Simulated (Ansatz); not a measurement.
# K2NaGaBr3F3: complex band structure, part 2 of 3

Wanted: the relaxed cell of K2NaGaBr3F3, its band edges and its decay constants. It is built by putting Br for part of the F in the K2NaGaF6 structure of space group Fm-3m, with the volume rescaled by atomic radii. The parent structure comes from the Materials Project.

Ansatz 0.2.0; LDA DFT, plane waves, PAW files (the session's first sound run).

So far. Step 2 (Relaxing the new crystal): The largest force component on a free atom ends at 0.0030 eV/Å.

The structure was built from a prototype and need not be the compound's stable phase.

### Step 3. The bulk crystal and its band edges

The energy window and the wavevectors of the next steps follow from the band edges, so these are searched first, off the mesh as well.

input.yaml reads:

```yaml
crystal:
  lattice:
    - [0.0, 4.8477293402, 4.0088129267]
    - [5.3086925537, 0.0, 4.0088129267]
    - [5.3086925537, 4.8477293402, 0.0]
  atoms:
    - { symbol: K, position: [0.754516609, 0.745483391, 0.754516609] }
    - { symbol: K, position: [0.254516609, 0.245483391, 0.254516609] }
    - { symbol: Na, position: [0.4515147796, 0.5484852204, 0.4515147796] }
    - { symbol: Ga, position: [0.0193844854, -0.0193844854, 0.0193844854] }
    - { symbol: Br, position: [0.7703880395, 0.2296119605, 0.2500248258] }
    - { symbol: F, position: [0.2424373393, 0.2169708596, 0.7830291404] }
    - { symbol: Br, position: [0.2500248258, 0.7499751742, 0.7703880395] }
    - { symbol: F, position: [0.2138467984, 0.7861532016, 0.2138467984] }
    - { symbol: Br, position: [0.7603413737, 0.2396586263, 0.7603413737] }
    - { symbol: F, position: [0.7830291404, 0.7575626607, 0.2424373393] }
kpoints:
  mp_grid: { grid: [4, 4, 4] }
  band_path: { path: [VBM, CBM], npoints: 30 }
scf:
  occupations: { method: fixed }
hamiltonian:
  xc: lda
output:
  eigenvalues: true
  write_potential: true
  write_density: true
  volumetric_format: npy
```

Command:

```sh
$ ansatz run input.yaml --threads 2 --pin off --max-ram 4096MiB --backend cpu --events-out ev --progress --plain --runs-dir out
```

Numbers of over 12 decimals in the logs are rounded to 6 here.

The program printed:

```text
[...]
Crystal: 10 atoms, lattice volume = 206.334 Å³
Basis set: ecut = 420 eV, 4033 PW (Γ)
Bands: 51, of which v1, the nominal top of the filled ones, is band 41 counted from 1 (40 counted from 0)
Symmetry: 4 space group operations
[...]
k-points: 18 of 64 (time reversal used)
[...]
SCF iter   1: F=—  HF=-18640.766582 eV  |F-HF|=—  |Δ(HF+E_count)|=         —  Δρ=1.15e-2  dr2=1.89e-1  ethr=1.77e-3  ⟨swp⟩=5.5  Hψ=3604  notcnv=0  defer=133
[...]
SCF iter   9: F=-18640.709871 eV  HF=-18640.709871 eV  |F-HF|=3.82e-10  |Δ(HF+E_count)|=   2.29e-8  Δρ=1.80e-6  dr2=7.08e-9  ethr=1.22e-10  ⟨swp⟩=2.7  Hψ=1767  notcnv=0
SCF 1 converged in 9 iterations: F = -18640.709871 eV  dr2 = 7.08e-9
[...]
NSCF: frozen V_eff on 46 k-points
[...]
SCF converged after 9 iterations
Free energy (F): -18640.709871 eV
[...]
Internal energy: -18640.709871 eV  (E = F + TS)
E sigma→0 (E₀):  -18640.709871 eV
Fermi energy:    3.290808 eV
[...]
--- Band table (eV; the first three rows and the last of 18) ---
  k-point 0: bands = [... 37 lower, 2.6022, 2.9442, 3.0387, 3.2908, 6.3181, 7.9811, 9.0615, 9.1704, ... 6 higher]
  k-point 1: bands = [... 37 lower, 2.3305, 2.6021, 2.8316, 3.1510, 6.9346, 8.4724, 9.4669, 9.5579, ... 6 higher]
  k-point 2: bands = [... 37 lower, 2.1000, 2.2102, 2.7223, 3.0851, 7.6315, 8.9129, 9.6381, 10.2146, ... 6 higher]
  k-point 17: bands = [... 37 lower, 2.3717, 2.4197, 2.8000, 3.1356, 7.6565, 9.5615, 10.2373, 10.8403, ... 6 higher]
```

Elapsed: 48 s, on 2 threads of Arm Neoverse V2, shared host; peak memory 0.57 GiB.

Reading the cycles: dr2 is the Hartree energy of the density residual (eV), the measure of convergence; HF is the Harris–Foulkes estimate of the energy, which meets the free energy F at convergence.

This step gave:

| Quantity | Value |
| --- | --- |
| Fermi energy | 3.291 eV |
| gap on the k-mesh | 3.027 eV |
| gap on path | 3.027 eV, by band count; negative where bands overlap |
| direct gap on path | 3.027 eV |
| edge places on path | 0, 0 1/A along the path |

Levels at VBM (eV): -6.65, -4.57, -4.37, -4.19, -3.45, -3.23, -3.04, -2.74, -2.38, -1.98, -1.68, -1.41, -1.34, -1.18, -0.69, -0.35, -0.25, 0.00, 3.03, 4.69, 5.77, 5.88, 6.30, 6.55, 6.58, 7.05, 7.61.

The searched edges give 3.03 eV, as on the mesh.

### Step 4. Complex bands, plane (100), k-mesh 4×4×4

This step: LDA DFT, plane waves, PAW files; complex bands by layer matching along the plane's normal (Ansatz 0.2.0).

The same crystal is laid in a cell whose first two vectors span the (100) plane (indices of the standard conventional cell, whose axes can be ordered otherwise than in the bulk input). At fixed energy and wavevector in the plane the solver finds all kz, real and complex. A few wavevectors are listed, (0, 0) and (0.5, 0) in units of the plane's reciprocal vectors; the slowest state needn't be among them.

input.yaml reads:

```yaml
crystal:
  lattice:
    - [6.290553301, 0.0, 0.0]
    - [-1.181120057, 6.178674312, 0.0]
    - [2.554716622, 3.089337156, 5.308692554]
  atoms:
    - { symbol: K, position: [0.754516609, 0.245483391, 0.5] }
    - { symbol: K, position: [0.254516609, 0.745483391, 0.5] }
    - { symbol: Na, position: [0.4515147796, 0.5484852204, 0.0] }
    - { symbol: Ga, position: [0.0193844854, 0.9806155146, 0.0] }
    - { symbol: Br, position: [0.7703880395, 0.7499751742, 0.4796367863] }
    - { symbol: F, position: [0.2424373393, 0.2169708596, 0.0] }
    - { symbol: Br, position: [0.2500248258, 0.2296119605, 0.5203632137] }
    - { symbol: F, position: [0.2138467984, 0.7861532016, 0.0] }
    - { symbol: Br, position: [0.7603413737, 0.2396586263, 0.0] }
    - { symbol: F, position: [0.7830291404, 0.7575626607, 0.0] }
kpoints:
  mp_grid: { grid: [4, 4, 4] }
scf:
  occupations: { method: fixed }
hamiltonian:
  xc: lda
output:
  eigenvalues: true
  transmission:
    leads: [[0, 0]]
    kpoints: [[0.0, 0.0], [0.5, 0.0]]
    e_range: [-1.0, 4.03]
    de: 0.08
```

The program printed:

```text
[...]
Crystal: 10 atoms, lattice volume = 206.334 Å³
Basis set: ecut = 420 eV, 4033 PW (Γ)
Bands: 51, of which v1, the nominal top of the filled ones, is band 41 counted from 1 (40 counted from 0)
Symmetry: 4 space group operations
[...]
k-points: 18 of 64 (time reversal used)
[...]
SCF iter   1: F=—  HF=-18640.766518 eV  |F-HF|=—  |Δ(HF+E_count)|=         —  Δρ=1.15e-2  dr2=1.89e-1  ethr=1.77e-3  ⟨swp⟩=5.5  Hψ=3572  notcnv=0  defer=132
[...]
SCF iter   9: F=-18640.709871 eV  HF=-18640.709871 eV  |F-HF|=3.89e-10  |Δ(HF+E_count)|=   2.28e-8  Δρ=1.80e-6  dr2=7.08e-9  ethr=1.22e-10  ⟨swp⟩=2.7  Hψ=1772  notcnv=0
SCF 1 converged in 9 iterations: F = -18640.709871 eV  dr2 = 7.08e-9
[...]
transmission: 10 of 20 steps passed
transmission: 20 of 20 steps passed
SCF converged after 9 iterations
Free energy (F): -18640.709871 eV
[...]
Internal energy: -18640.709871 eV  (E = F + TS)
E sigma→0 (E₀):  -18640.709871 eV
Fermi energy:    3.290808 eV
[...]
--- Band table (eV; the first three rows and the last of 18) ---
  k-point 0: bands = [... 37 lower, 2.6022, 2.9442, 3.0387, 3.2908, 6.3181, 7.9811, 9.0615, 9.1704, ... 6 higher]
  k-point 1: bands = [... 37 lower, 2.6130, 2.6559, 2.7507, 2.8507, 7.1574, 8.3735, 9.3025, 9.7378, ... 6 higher]
  k-point 2: bands = [... 37 lower, 2.1041, 2.3321, 2.6185, 2.7526, 8.0068, 9.0088, 9.6995, 9.8578, ... 6 higher]
  k-point 17: bands = [... 37 lower, 2.3717, 2.4197, 2.8000, 3.1356, 7.6565, 9.5615, 10.2373, 10.8403, ... 6 higher]
--- Transmission ---
  basis      : 349 plane waves across, 10 finite elements along
  points     : 2, as listed
  energies   : 63 from -1.000000 to 3.960000 eV about the Fermi level, 0.080000 eV apart; the leads are filled to 1.513627 eV, and channels, transmission and decay are at 1.480000 eV
  crystal 0  : Na1Ga1F3Br3K2, at the sites [0, 0], period 5.3087 Å: whole cells are its period
    offset         : up to 0.0000 Å between an atom of the period and one for which it stands
    channels       : 0.000000e0 a spin
    conductance    : none, the energies end too early or step too widely for 300 K: set another output.transmission.e_range or a lower de, or, where they end at an eighth of basis.ecutwfc, a higher one
    slowest decay  : 0.2744 /Å at (0.0000, 0.0000)
```

It took 2.5 min on 2 threads; peak memory 1.4 GiB; 4.3 min of CPU time.

Numbers from this step:

```yaml
level_to_which_the_leads_are_filled: 1.514 eV from the Fermi level
decay_constant_at_the_filling_level_zone_centre: 0.2743 Å⁻¹
decay_constant_at_the_filling_level_slowest_listed_point: 0.2744 Å⁻¹
```

K parallel (0, 0); values up to 1.5 1/Å, a degenerate pair printed once or twice; energies at which all values exceed this have no row. Table of Im kz of the slowest decaying states by energy, zero at the highest filled level on the SCF mesh:

```csv
energy (eV),decay 1 (Å⁻¹),decay 2 (Å⁻¹),decay 3 (Å⁻¹),decay 4 (Å⁻¹)
-1.00,0.0865,0.196,0.234,0.442
-0.84,0.240,0.273,0.479,0.519
-0.60,0.181,0.313,0.366,0.612
-0.44,0.334,0.465,0.633,0.951
-0.20,0.0935,0.297,0.357,0.510
-0.04,0.180,0.369,0.392,0.499
0.20,0.150,0.249,0.383,0.472
0.36,0.193,0.280,0.390,0.510
0.60,0.234,0.316,0.399,0.533
0.76,0.252,0.335,0.404,0.545
1.00,0.268,0.359,0.409,0.558
1.16,0.274,0.372,0.412,0.564
1.40,0.275,0.389,0.416,0.571
1.56,0.273,0.399,0.417,0.568
1.80,0.263,0.414,0.415,0.566
1.96,0.253,0.418,0.564,0.586
2.20,0.232,0.421,0.560,0.586
2.36,0.214,0.422,0.556,0.585
2.60,0.177,0.417,0.428,0.549
2.76,0.143,0.413,0.430,0.543
3.00,0.0470,0.406,0.431,0.533
3.16,0.400,0.431,0.519,0.524
3.40,0.389,0.429,0.487,0.510
3.56,0.379,0.427,0.464,0.499
3.80,0.358,0.425,0.481,0.537
3.96,0.338,0.412,0.467,0.528
```

K parallel (0.5, 0); values up to 1.5 1/Å, a degenerate pair printed once or twice; energies at which all values exceed this have no row. Im kz of the slowest decaying states against energy, zero at the highest filled level on the SCF mesh:

```csv
energy (eV),decay 1 (Å⁻¹),decay 2 (Å⁻¹),decay 3 (Å⁻¹),decay 4 (Å⁻¹)
-1.00,0.257,0.382,0.996,1.02
-0.76,0.0858,0.388,0.433,0.940
-0.52,0.0266,0.370,0.513,0.807
-0.28,0.489,0.657,0.749,1.04
-0.04,0.169,0.525,0.719,0.744
0.28,0.267,0.560,0.751,0.757
0.52,0.311,0.582,0.762,0.766
0.76,0.342,0.600,0.766,0.773
1.00,0.366,0.617,0.617,0.767
1.24,0.385,0.634,0.765,0.774
1.48,0.399,0.650,0.759,0.768
1.72,0.410,0.671,0.749,0.758
1.96,0.419,0.714,0.742,0.983
2.20,0.425,0.719,0.720,0.970
2.44,0.43,0.688,0.727,0.956
2.68,0.433,0.646,0.737,0.939
3.00,0.436,0.579,0.752,0.913
3.24,0.438,0.523,0.764,0.888
3.48,0.440,0.462,0.780,0.850
3.72,0.390,0.442,0.784,0.809
3.96,0.300,0.443,0.745,0.823
```

At the listed wavevectors the last open channel is at -0.04 eV and the next at +3.08 eV on the grid. At +1.48 eV, the grid energy nearest the filling level (the middle of the gap on the SCF mesh), the slowest state at the listed wavevectors decays with κ = 0.274 Å⁻¹, its amplitude falling by e over 3.6 Å. Through 1 nm of this crystal that state's transmission falls by exp(−2 × 0.274 Å⁻¹ × 10 Å) = 0.0041.

### Step 5. Decay over the two-dimensional zone

The listed points could miss the slowest state, so one energy near mid-gap is solved on a mesh of 6×6.

Edit input.yaml of step 4 so:

```diff
@@ -24,6 +24,2 @@
   eigenvalues: true
-  transmission:
-    leads: [[0, 0]]
-    kpoints: [[0.0, 0.0], [0.5, 0.0]]
-    e_range: [-1.0, 4.03]
-    de: 0.08
+  transmission: { leads: [[0, 0]], kmesh: [6, 6], e_range: [1.51, 1.52], de: 0.05 }
```

The program printed:

```text
[...]
Crystal: 10 atoms, lattice volume = 206.334 Å³
Basis set: ecut = 420 eV, 4033 PW (Γ)
Bands: 51, of which v1, the nominal top of the filled ones, is band 41 counted from 1 (40 counted from 0)
Symmetry: 4 space group operations
[...]
k-points: 18 of 64 (time reversal used)
[...]
SCF iter   1: F=—  HF=-18640.766518 eV  |F-HF|=—  |Δ(HF+E_count)|=         —  Δρ=1.15e-2  dr2=1.89e-1  ethr=1.77e-3  ⟨swp⟩=5.5  Hψ=3572  notcnv=0  defer=132
[...]
SCF iter   9: F=-18640.709871 eV  HF=-18640.709871 eV  |F-HF|=3.89e-10  |Δ(HF+E_count)|=   2.28e-8  Δρ=1.80e-6  dr2=7.08e-9  ethr=1.22e-10  ⟨swp⟩=2.7  Hψ=1772  notcnv=0
SCF 1 converged in 9 iterations: F = -18640.709871 eV  dr2 = 7.08e-9
[...]
transmission: 20 of 130 steps passed
transmission: 40 of 130 steps passed
[...]
transmission: 130 of 130 steps passed
SCF converged after 9 iterations
Free energy (F): -18640.709871 eV
[...]
Internal energy: -18640.709871 eV  (E = F + TS)
E sigma→0 (E₀):  -18640.709871 eV
Fermi energy:    3.290808 eV
[...]
--- Band table (eV; the first three rows and the last of 18) ---
  k-point 0: bands = [... 37 lower, 2.6022, 2.9442, 3.0387, 3.2908, 6.3181, 7.9811, 9.0615, 9.1704, ... 6 higher]
  k-point 1: bands = [... 37 lower, 2.6130, 2.6559, 2.7507, 2.8507, 7.1574, 8.3735, 9.3025, 9.7378, ... 6 higher]
  k-point 2: bands = [... 37 lower, 2.1041, 2.3321, 2.6185, 2.7526, 8.0068, 9.0088, 9.6995, 9.8578, ... 6 higher]
  k-point 17: bands = [... 37 lower, 2.3717, 2.4197, 2.8000, 3.1356, 7.6565, 9.5615, 10.2373, 10.8403, ... 6 higher]
--- Transmission ---
  basis      : 349 plane waves across, 10 finite elements along
  points     : 13, standing for a mesh of 6 x 6
  energies   : 1 from 1.510000 to 1.510000 eV about the Fermi level; the leads are filled to 1.513627 eV, and channels, transmission and decay are at 1.510000 eV
[...]
channels       : 0.000000e0 a spin
    conductance    : none, crystal 0 has no channel at the energies, or these end too early or step too widely for 300 K: set another output.transmission.e_range or a lower de, or, where they end at an eighth of basis.ecutwfc, a higher one
    slowest decay  : 0.2738 /Å at (0.0000, 0.0000)
```

Elapsed: 68 s, on 2 threads; peak memory 1.3 GiB.

This step gave:

```
least decay constant on the mesh : 0.2738 Å⁻¹
```

Slowest decay constant (1/Å; 0 where a channel is open) over k1 and k2. At 1.5100 eV from the Fermi level.

Ten even steps from '0' (0.274) to '9' (0.492):
```
876568
664436
554045
663446
886567
986568
```
Columns: k1 (b1) from -0.5 to 0.333; rows upwards: k2 (b2) from -0.5 to 0.333.

The least value on the mesh is 0.274 Å⁻¹ at +1.51 eV. At that energy the listed points give about 0.274 Å⁻¹ by interpolation, so the mesh holds no clearly slower state.

### Step 6. Complex bands, plane (010), k-mesh 6×6×6

The same for the (010) plane, at (0, 0) and (0.5, 0), to see how the decay depends on direction.

input.yaml reads:

```yaml
crystal:
  lattice:
    - [7.189067838, 0.0, 0.0]
    - [-0.651230031, 7.159510865, 0.0]
    - [3.268918904, 3.579755433, 4.008812927]
  atoms:
    - { symbol: K, position: [0.754516609, 0.254516609, 0.5] }
    - { symbol: K, position: [0.254516609, 0.754516609, 0.5] }
    - { symbol: Na, position: [0.4515147796, 0.4515147796, 0.0] }
    - { symbol: Ga, position: [0.0193844854, 0.0193844854, 0.0] }
    - { symbol: Br, position: [0.7703880395, 0.2500248258, 0.0] }
    - { symbol: F, position: [0.2424373393, 0.2424373393, 0.5405918011] }
    - { symbol: Br, position: [0.2500248258, 0.7703880395, 0.0] }
    - { symbol: F, position: [0.2138467984, 0.2138467984, 0.0] }
    - { symbol: Br, position: [0.7603413737, 0.7603413737, 0.0] }
    - { symbol: F, position: [0.7830291404, 0.7830291404, 0.4594081989] }
kpoints:
  mp_grid: { grid: [6, 6, 6] }
scf:
  occupations: { method: fixed }
hamiltonian:
  xc: lda
output:
  eigenvalues: true
  transmission:
    leads: [[0, 0]]
    kpoints: [[0.0, 0.0], [0.5, 0.0]]
    e_range: [-1.0, 4.03]
    de: 0.1
```

The program printed:

```text
[...]
Crystal: 10 atoms, lattice volume = 206.334 Å³
Basis set: ecut = 420 eV, 4033 PW (Γ)
Bands: 51, of which v1, the nominal top of the filled ones, is band 41 counted from 1 (40 counted from 0)
Symmetry: 4 space group operations
[...]
k-points: 46 of 216 (time reversal used)
[...]
SCF iter   1: F=—  HF=-18640.766728 eV  |F-HF|=—  |Δ(HF+E_count)|=         —  Δρ=1.15e-2  dr2=1.90e-1  ethr=1.77e-3  ⟨swp⟩=5.5  Hψ=9050  notcnv=0  defer=341
[...]
SCF iter   9: F=-18640.710057 eV  HF=-18640.710057 eV  |F-HF|=3.24e-10  |Δ(HF+E_count)|=   1.99e-8  Δρ=1.81e-6  dr2=7.44e-9  ethr=1.22e-10  ⟨swp⟩=2.5  Hψ=4473  notcnv=0
SCF 1 converged in 9 iterations: F = -18640.710057 eV  dr2 = 7.44e-9
[...]
transmission: 8 of 16 steps passed
transmission: 16 of 16 steps passed
SCF converged after 9 iterations
Free energy (F): -18640.710057 eV
[...]
Internal energy: -18640.710057 eV  (E = F + TS)
E sigma→0 (E₀):  -18640.710057 eV
Fermi energy:    3.290694 eV
[...]
--- Band table (eV; the first three rows and the last of 46) ---
  k-point 0: bands = [... 37 lower, 2.6022, 2.9441, 3.0386, 3.2907, 6.3181, 7.9811, 9.0615, 9.1704, ... 6 higher]
  k-point 1: bands = [... 37 lower, 2.1654, 2.7822, 2.9778, 3.2503, 6.7063, 8.3713, 9.4824, 9.5483, ... 6 higher]
  k-point 2: bands = [... 37 lower, 2.3141, 2.5022, 2.8585, 3.1731, 7.3661, 9.2130, 10.1672, 10.2405, ... 6 higher]
  k-point 45: bands = [... 37 lower, 1.8441, 2.2421, 2.3953, 2.5026, 7.9285, 9.4420, 10.4464, 10.5290, ... 6 higher]
--- Transmission ---
  basis      : 445 plane waves across, 8 finite elements along
  points     : 2, as listed
[...]
crystal 0  : F3Br3Ga1Na1K2, at the sites [0, 0], period 4.0088 Å: whole cells are its period
[...]
channels       : 0.000000e0 a spin
[...]
slowest decay  : 0.3272 /Å at (0.0000, 0.0000)
```

Elapsed: 3.8 min, on 2 threads; peak memory 1.7 GiB; 6.8 min of CPU time.

Numbers from this step:

- free energy: -18640.7101 eV
- decay constant at the filling level, zone centre: 0.3272 Å⁻¹
- decay constant at the filling level, slowest listed point: 0.3272 Å⁻¹

K parallel (0, 0); values up to 1.5 1/Å, a degenerate pair printed once or twice; energies at which all values exceed this have no row. Im kz of the slowest decaying states against energy, zero at the highest filled level on the SCF mesh:

```csv
energy (eV),decay 1 (Å⁻¹),decay 2 (Å⁻¹),decay 3 (Å⁻¹),decay 4 (Å⁻¹)
-1.0000,0.192,0.395,0.417,0.458
-0.8000,0.183,0.441,0.485,0.494
-0.5000,0.0979,0.146,0.350,0.500
-0.3000,0.125,0.204,0.379,0.483
0.0000,0.0101,0.249,0.319,0.413
0.2000,0.274,0.370,0.451,0.479
0.5000,0.300,0.417,0.502,0.537
0.7000,0.312,0.436,0.513,0.555
1.0000,0.324,0.453,0.526,0.573
1.2000,0.328,0.458,0.532,0.581
1.5000,0.327,0.460,0.539,0.590
1.7000,0.322,0.458,0.542,0.599
2.0000,0.307,0.451,0.544,0.590
2.2000,0.289,0.445,0.544,0.579
2.5000,0.248,0.434,0.543,0.560
2.7000,0.204,0.425,0.541,0.545
3.0000,0.0628,0.411,0.512,0.529
3.2000,0.401,0.482,0.522,0.533
3.5000,0.381,0.441,0.504,0.527
3.7000,0.363,0.414,0.489,0.521
4.0000,0.318,0.382,0.461,0.512
```

K parallel (0.5, 0); values up to 1.5 1/Å, a degenerate pair printed once or twice; energies at which all values exceed this have no row. Table of Im kz of the slowest decaying states by energy, zero at the highest filled level on the SCF mesh:

```csv
energy (eV),decay 1 (Å⁻¹),decay 2 (Å⁻¹),decay 3 (Å⁻¹),decay 4 (Å⁻¹)
-1.00,0.201,0.725,0.750,0.751
-0.80,0.204,0.737,0.771,0.814
-0.60,0.188,0.722,0.793,0.912
-0.40,0.272,0.342,0.712,0.807
-0.20,0.281,0.487,0.583,0.700
0.00,0.368,0.532,0.746,0.772
0.20,0.391,0.597,0.776,0.817
0.40,0.409,0.644,0.803,0.849
0.60,0.424,0.679,0.823,0.827
0.80,0.436,0.704,0.799,0.834
1.00,0.445,0.724,0.778,0.840
1.20,0.453,0.739,0.760,0.845
1.40,0.458,0.744,0.751,0.848
1.60,0.462,0.730,0.761,0.850
1.80,0.464,0.716,0.769,0.851
2.00,0.465,0.702,0.776,0.852
2.20,0.465,0.688,0.782,0.853
2.40,0.464,0.672,0.786,0.854
2.60,0.461,0.654,0.789,0.855
2.80,0.457,0.635,0.790,0.856
3.00,0.451,0.614,0.790,0.853
3.20,0.444,0.589,0.787,0.830
3.40,0.434,0.561,0.783,0.807
3.60,0.419,0.530,0.777,0.784
3.80,0.394,0.496,0.759,0.768
4.00,0.341,0.465,0.732,0.758
```

At the listed wavevectors the last open channel is at -0.10 eV and the next at +3.10 eV on the grid. At +1.50 eV, the grid energy nearest the filling level (the middle of the gap on the SCF mesh), the slowest state at the listed wavevectors decays with κ = 0.327 Å⁻¹, its amplitude falling by e over 3.1 Å; the first such run, plane (100), gave 0.274 Å⁻¹.

[end of part 2 of 3]

[Logs are printed without paths, hosts, clocks, repeated set-up lines and the standing remarks that a program may print on its own settings, such as how far it seeks lower states.]

[Hosts, paths, dates, database ids (printed as entryN), source tags and the programs' standing remarks are cut or masked in the printed files.]
